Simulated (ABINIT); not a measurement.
Planning a run of ABINIT 10.8.3 on PtSe2 (P-3m1). The input:

```
acell 3*1.0 Angstrom
rprim 
  3.642960417027 0.000000000003 0.000000000000
  -1.821480208516 3.154896266125 0.000000000000
  0.000000000000 0.000000000000 5.820074020000
ntypat 2
znucl 78 34
natom 3
typat 1 2 2
xred 
  0.000000000000 0.000000000000 0.000000000000
  0.666666666667 0.333333333333 0.765614391603
  0.333333333333 0.666666666667 0.234385608397
pp_dirpath "pseudos"
pseudos "Pt.upf, Se.upf"
ecut 48
ngkpt 3 3 2
nshiftk 1
shiftk 0 0 0
kptopt 1
chksymbreak 0
istwfk *1
occopt 1
irdwfk 1
optdriver 3
nband 137
ecuteps 6
inclvkb 2
awtr 1
symchi 1
indata_prefix "in"
outdata_prefix "out"
tmpdata_prefix "tmp"
```

```sh
OMP_NUM_THREADS=1 mpirun -n 4 abinit run.abi > log
```

How long will it take on 4 MPI ranks of Arm Neoverse V2, shared host, and how much memory?

It took 45 s; on shared hardware allow 23 s to 90 s. Peak host memory was 1.3 GiB.

[Paths, hosts, dates, memory and timing lines, banners, echoed tables and standing remarks are left out of the program output.]

[Logs are printed without paths, hosts, clocks, repeated set-up lines and the standing remarks that a program may print on its own settings, such as how far it seeks lower states.]

[Runs of the session that timed out or met a known fault of the program may be left out.]

[Hosts, paths, dates, database ids (printed as entryN), source tags and the programs' standing remarks are cut or masked in the printed files.]

[G0W0 gaps are taken among the corrected bands and points alone; a level outside them can change the order at an edge.]

[Where Ansatz stands beside ABINIT at settings called matched, ABINIT's density can come from a denser mesh and the files from another edition; pairs whose starting gaps differed by over 0.03 eV were left out, so agreement reads better than it is.]
